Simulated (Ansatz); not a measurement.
# A hypothetical structure for Zn3Mo, part 2 of 2

This structure for Zn3Mo is made up. Its elements were placed in a known structure type with a cell scaled to their sizes. What cell does the guess relax to, and how far off was it?

Ansatz 0.2.0; DFT, r2SCAN, plane-wave PAW, files of the set soft_1, scalar-relativistic, no spin, cell and ions relaxed at zero pressure; PAW set soft_1 (the session's first sound run).

So far: The starting structure; Relaxation of the guess. The relaxed cell has a = 3.825 Å (conventional setting).

### 3. Bands of the relaxed cell

With the geometry fixed, one more self-consistent run, with a narrower smearing and the mesh shown in its input, gives the bands, and its pressure, and its forces where symmetry allows any, show how far the geometry depends on these settings.

This step: DFT, r2SCAN, plane-wave PAW, files of the set soft_1, scalar-relativistic, no spin, bands and density of states at the relaxed cell; PAW set soft_1 (Ansatz 0.2.0).

The input, input.yaml:

```yaml
crystal:
  lattice:
    - [3.8254108183, 0.0, 0.0]
    - [0.0, 3.8254108183, 0.0]
    - [0.0, 0.0, 3.8254108183]
  atoms:
    - { symbol: Mo, position: [0.0, 0.0, 0.0] }
    - { symbol: Zn, position: [0.5, 0.5, 0.0] }
    - { symbol: Zn, position: [0.5, 0.0, 0.5] }
    - { symbol: Zn, position: [0.0, 0.5, 0.5] }
kpoints:
  mp_grid: { grid: [8, 8, 8] }
  band_path:
    path:
      - [[0.0, 0.0, 0.0], [0.0, 0.5, 0.0], [0.5, 0.5, 0.0], [0.0, 0.0, 0.0], [0.5, 0.5, 0.5], [0.0, 0.5, 0.0]]
      - [[0.5, 0.5, 0.0], [0.5, 0.5, 0.5]]
    npoints: 13
scf:
  occupations: { method: fermi_dirac, width: 0.03 }
  n_extra_bands: 8
hamiltonian:
  xc: r2scan
  pseudopotentials: { kind: paw, azcp: { folder: soft_1 } }
output:
  forces: true
  stress: true
  write_bands: true
  dos: { projected: true }
  write_density: true
  write_potential: true
  elf: true
  volumetric_format: npy
```

Started as:

```console
> ansatz run input.yaml --threads 4 --pin off --max-ram 10240MiB --backend cpu --events-out ev --progress --plain --runs-dir out
```

Numbers of over 12 decimals in the logs are rounded to 6 here.

The log of the run:

```text
[...]
Crystal: 4 atoms, lattice volume = 55.980 Å³
Basis set: ecut = 500 eV, 1365 PW (Γ), exchange–correlation on 120×120×120 points (64 copies of the dense FFT grid, shifted against one another)
Bands: 33, of which v1, the nominal top of the filled ones, is band 25 counted from 1 (24 counted from 0)
Symmetry: 48 space group operations
[...]
k-points: 35 of 512
[...]
SCF iter   1: F=—  HF=-14946.463799 eV  |F-HF|=—  |Δ(HF+E_count)|=         —  Δρ=9.80e-2  dr2=8.98e0  dr2_τ=3.69e-1  ethr=3.10e-3  ⟨swp⟩=6.8  Hψ=5514  notcnv=0
[...]
SCF iter  11: F=-14944.965809 eV  HF=-14944.965809 eV  |F-HF|=3.61e-9  |Δ(HF+E_count)|=   4.18e-8  Δρ=2.68e-6  dr2=4.15e-9  dr2_τ=7.92e-11  ethr=2.00e-10  ⟨swp⟩=15.1  Hψ=9051  notcnv=0
SCF 1 converged in 11 iterations: F = -14944.965809 eV  dr2 = 4.15e-9
[...]
NSCF: frozen V_eff on 80 k-points
SCF converged after 11 iterations
Free energy (F): -14944.965809 eV
[...]
Internal energy: -14944.962409 eV  (E = F + TS)
E sigma→0 (E₀):  -14944.964109 eV
Entropy (-TS):   -0.003400 eV (-0.850 meV/atom)
Fermi energy:    14.737222 eV
[...]
--- Stress (GPa, compression-positive) ---
        0.151036      -0.000000       0.000000
       -0.000000       0.151036       0.000000
        0.000000       0.000000       0.151036
  P = ⅓ Tr σ = 0.1510 GPa (1.510 kbar)
--- Band table (eV; the first three rows and the last of 35) ---
  k-point 0: bands = [... 21 lower, 12.6996, 14.6145, 14.6145, 14.6145, 15.0953, 15.0953, 15.0953, 20.6895, ... 4 higher]
  k-point 1: bands = [... 21 lower, 12.7109, 13.9688, 13.9688, 14.6326, 15.0892, 15.8722, 15.8722, 20.8278, ... 4 higher]
  k-point 2: bands = [... 21 lower, 12.7411, 13.2901, 13.2901, 14.8717, 15.0743, 16.9822, 16.9822, 19.6779, ... 4 higher]
  k-point 34: bands = [... 21 lower, 11.1827, 11.5034, 12.9089, 12.9089, 12.9089, 15.8346, 15.8346, 19.1613, ... 4 higher]
```

Wall time 5.5 s (4 threads of Arm Neoverse V1, shared host); peak memory 0.52 GiB.

This step gave:

```yaml
free_energy: -14944.9658 eV
energy_at_zero_smearing: -14944.9641 eV
smearing_term_ts: 0.003400 eV
fermi_energy: 14.74 eV
pressure: 0.1510 GPa
```

From bands.tsv, the bands that come nearest the Fermi level along the path, at its corners, in eV from the Fermi level:

```tsv
point	band 22	band 23	band 24	band 25	band 26	band 27	band 28	band 29
Γ	-2.04	-0.12	-0.12	-0.12	0.36	0.36	0.36	5.95
X	-2.07	-2.07	-1.94	0.32	0.72	3.78	4.40	4.40
M	-4.02	-4.02	-1.42	-1.42	0.74	1.70	1.82	5.49
Γ	-2.04	-0.12	-0.12	-0.12	0.36	0.36	0.36	5.95
R	-3.55	-3.23	-1.83	-1.83	-1.83	1.10	1.10	4.42
X	-2.07	-2.07	-1.94	0.32	0.72	3.78	4.40	4.40
M	-4.02	-4.02	-1.42	-1.42	0.74	1.70	1.82	5.49
R	-3.55	-3.23	-1.83	-1.83	-1.83	1.10	1.10	4.42
```

Counts of states for the cell as run, both spins, by energy window (eV from the Fermi level):

```
from  to  total
  -8  -7  20.59
  -7  -6   2.23
  -6  -5   0.80
  -5  -4   0.85
  -4  -3   1.67
  -3  -2   2.15
  -2  -1   3.48
  -1   0   1.12
   0   1   1.78
   1   2   1.97
   2   3   1.47
   3   4   0.70
   4   5   1.95
   5   6   1.53
```

A further 17.2 states lie below the table's range.

Valence density in the ac plane at fractional y = 0.000, with atoms of Mo and Zn within 0.2 Å of it. It is the smooth field of the valence electrons, not physical close to the nuclei.

Values in e/Å³, 14 rows by 14 columns, each cell a mean:
```
 7  6  3  1  0  0  0  0  0  0  0  1  4  6
 5  4  2  1  0  0  0  0  0  0  0  1  3  4
 2  1  1  0  0  0  0  0  0  0  0  0  1  1
 0  0  0  0  0  0  1  1  0  0  0  0  0  0
 0  0  0  0  0  1  2  3  2  1  0  0  0  0
 0  0  0  0  1  3 10 17  8  2  0  0  0  0
 0  0  0  0  1  5 22 38 17  3  1  0  0  0
 0  0  0  0  1  3 14 22 10  2  1  0  0  0
 0  0  0  0  0  1  3  5  3  1  0  0  0  0
 0  0  0  0  0  0  1  1  1  0  0  0  0  0
 1  1  1  0  0  0  0  0  0  0  0  0  1  1
 4  3  2  1  0  0  0  0  0  0  0  1  2  3
 6  5  3  1  0  0  0  0  0  0  0  1  4  6
 7  6  4  1  0  0  0  0  0  0  0  2  5  7
```
Columns run along a (3.8 Å), rows up along c (3.8 Å). Atoms in or near the plane, at fractional coordinates: Mo at (0.00, 0.00), Zn at (0.50, 0.50).

ELF in the ac plane at fractional y = 0.000, with atoms of Mo and Zn within 0.2 Å of it. It is the smooth field of the valence electrons, not physical close to the nuclei.

Ten even steps from '_' (0.00) to '@' (0.69), each cell a mean:
```
##@@@@==..--++++==::::**@@@@
@@@@%%==::==++++++--::++@@@@
****==----====--====----++**
::::----==--::::::--==--::::
..::--==--::..__..::--==--::
====++--::________..::==++==
++++++--::__________::--++++
==++++--::________..::==++++
::--====::..______::--====--
..::--==--::::::::--==--::..
======--====------==----====
@@@@##==--==++++++----==%%@@
%%@@@@==::--++++==::::**@@@@
++%%@@==..::==++==..::**@@##
```
Columns run along a (3.8 Å), rows up along c (3.8 Å). Atoms in or near the plane, at fractional coordinates: Mo at (0.00, 0.00), Zn at (0.50, 0.50).

Electrostatic potential energy in the ac plane at fractional y = 0.000, with atoms of Mo and Zn within 0.2 Å of it. With pseudopotentials it is smooth inside the atoms' cores, unlike the true potential.

Ten even steps from '0' (-65 eV) to '9' (17 eV), each cell a mean:
```
01368999998520
22579999998742
56789999999875
88999877899988
99998654579999
99997421258999
99996300147999
99997310257999
99998533468999
88999876789998
66899999999876
33689999999753
01368999998621
00368999998520
```
Columns run along a (3.8 Å; values clipped at the 3rd and 97th percentile), rows up along c (3.8 Å). Atoms in or near the plane, at fractional coordinates: Mo at (0.00, 0.00), Zn at (0.50, 0.50).

### 4. Outcome

```yaml
space_group_relaxed: Pm-3m
conventional_cell: a = 3.825, b = 3.825, c = 3.825 Å; α = 90.0°, β = 90.0°, γ = 90.0°
volume_per_atom: 14.00 Å³ (guess 13.86)
```

Zn3Mo relaxes to Pm-3m with a = 3.825, b = 3.825 and c = 3.825 Å. The guessed volume was near the relaxed one. The space group Pm-3m was held in the relaxation, so the end point is a stationary structure within it and may be a saddle against distortions or other arrangements. Bands cross the Fermi level, so it is a metal or semimetal at this level. On the 8×8×8 mesh with the narrower smearing (relaxed on 7×7×7) the forces vanish, as symmetry may demand, and the largest stress component is 0.151 GPa, against the relaxation's thresholds of 0.015 eV/Å and 0.05 GPa. The cutoff wasn't tested. No dispersion term is used, so weakly bound directions may come out too long. The runs have no spin, and magnetism wasn't tested. Nothing here tests whether the compound is stable against decomposition.

[Logs are printed without paths, hosts, clocks, repeated set-up lines and the standing remarks that a program may print on its own settings, such as how far it seeks lower states.]

[Hosts, paths, dates, database ids (printed as entryN), source tags and the programs' standing remarks are cut or masked in the printed files.]
